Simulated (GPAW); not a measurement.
# The O K excitation threshold of ZnO (zincite, P6_3mc) under uniform strain

For each volume the threshold was computed as E(hole) − E(ground) plus the lowest empty eigenvalue of the hole cell (GPAW, revPBE, 12-atom cell, total energies on 4×4×4 k points, the eigenvalue on 5×5×5, hole spin-paired). The values are raw, 9 eV above the value with the free atom's term for the hole's spin taken off; only their change is used. The threshold is the spectrum's zero, where absorption may be weak, not the visible edge.

| volume | ln(V/V₀) | threshold (eV) |
| --- | --- | --- |
| V × 0.94 | -0.06188 | 538.124 |
| V × 0.97 | -0.03046 | 537.975 |
| V × 1 | +0.00000 | 537.834 |
| V × 1.03 | +0.02956 | ? |
| V × 1.06 | +0.05827 | 537.571 |

Fit a straight line in ln(V/V₀), give its slope, and predict the threshold at V × 1.03.

The means of the given rows are x̄ = -0.00852 and Ē = 537.876 eV. Σ(x − x̄)(E − Ē) = -0.03613 and Σ(x − x̄)² = 0.007862, so the slope is -4.60 eV, and the line passes the given rows within 0.003 eV. At x = +0.02956 it gives 537.876 + (-4.60) × (+0.03808) = 537.701 eV. The run gives 537.699 eV, a miss of +0.002 eV over a total move of -0.553 eV. The slope is the clamped-ion volume deformation potential of the lowest empty level of the hole cell on this mesh (the hole may pull it below the band edge) against the O 1s level, with the hole's relaxation included: the threshold falls by 0.046 eV for 1 % of expansion. The charged cell's image error also scales with the cell's size and isn't taken out.

[Hosts, paths, dates, database ids (printed as entryN), source tags and the programs' standing remarks are cut or masked in the printed files.]

[Lists of maxima count a maximum above −3 eV only where it reaches 4 % of the highest in the window and stands out from its surroundings by 2 % of it (1.5 % where it reaches 55 %); shoulders and weaker maxima are passed over, and of the rest the first, up to two pre-edge ones and the few strongest are named.]
